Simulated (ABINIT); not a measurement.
Computed results, one entry a study.

```json
{"subject": "BiOBr (P4/nmm): one start, several treatments of the self-energy", "lattice_ang": [[3.916, 0.0, 0.0], [0.0, 3.916, 0.0], [0.0, 0.0, 8.077]], "atoms": [["Bi", 0.0, 0.5, 0.154], ["Bi", 0.5, 0.0, 0.846], ["Br", 0.0, 0.5, 0.653], ["Br", 0.5, 0.0, 0.347], ["O", 0.0, 0.0, 0.0], ["O", 0.5, 0.5, 0.0]], "method": "RPA screening on PBEsol, plane waves, norm-conserving pseudopotentials (and 3 further levels or steps)", "program": "ABINIT 10.8.3", "settings": "cutoff 36 Ha, PseudoDojo scalar-relativistic 0.4.1 standard, norm-conserving, ngkpt (4, 4, 2), nband 121, ecuteps 4.5 Ha, gwcalctyp 1, nfreqim 16, inclvkb 2, shiftk (0, 0, 0), symchi 1, awtr 1, frequency ac, 4×4×2 k-mesh", "cost": "11 runs, 15 min in all on 8 MPI ranks of Arm Neoverse V2, shared host", "notes": "The program’s warnings: nkpt*nsppol () is not a multiple of nproc spkpt (). The cell and positions come from the Crystallography Open Database and are kept as given unless a step says otherwise. Limits: no spin-orbit coupling. The 4×4×2 mesh is coarse for this cell, which bears on the long-range parts of exchange and screening. The norm-conserving file of at least one element keeps a d shell over frozen s and p shells of the same row. Exchange with those shells is missing from the self-energy, an error of 0.3 to 0.9 eV in cases checked, whose sign depends on which edge lies on those atoms.", "results": {"g0w0_godby_needs_plasmon_pole": "2.779 eV", "g0w0_hybertsen_louie_plasmon_pole": "2.845 eV", "g0w0_von_der_linden_horsch_plasmon_pole": "2.772 eV", "g0w0_engel_farid_plasmon_pole": "2.789 eV", "one_shot_hartree_fock": "8.451 eV", "g0w0_contour_deformation": "2.819 eV", "g0w0_analytic_continuation": "2.825 eV", "known_limits": "short of the basis limit; exchange with frozen shells missing; no spin-orbit coupling; coarse k mesh"}}
```

[Long decimals in the printed logs are rounded to 6 places.]

[Logs are printed without paths, hosts, clocks, repeated set-up lines and the standing remarks that a program may print on its own settings, such as how far it seeks lower states.]

[Paths, hosts, dates, memory and timing lines, banners, echoed tables and standing remarks are left out of the program output; an Ansatz launch command may be rebuilt from the run's recorded settings. Measured values are a selection of at most five: reports struck by readers or far from the other reports are left out. None is set beside runs whose start may be inverted or whose files or cutoffs have a known fault.]

[Runs of the session that timed out or met a known fault of the program may be left out.]

[Hosts, paths, dates, database ids (printed as entryN), source tags and the programs' standing remarks are cut or masked in the printed files.]

[G0W0 gaps are taken among the corrected bands and points alone; a level outside them can change the order at an edge.]

[Where Ansatz stands beside ABINIT at settings called matched, ABINIT's density can come from a denser mesh and the files from another edition; pairs whose starting gaps differed by over 0.03 eV were left out, so agreement reads better than it is.]
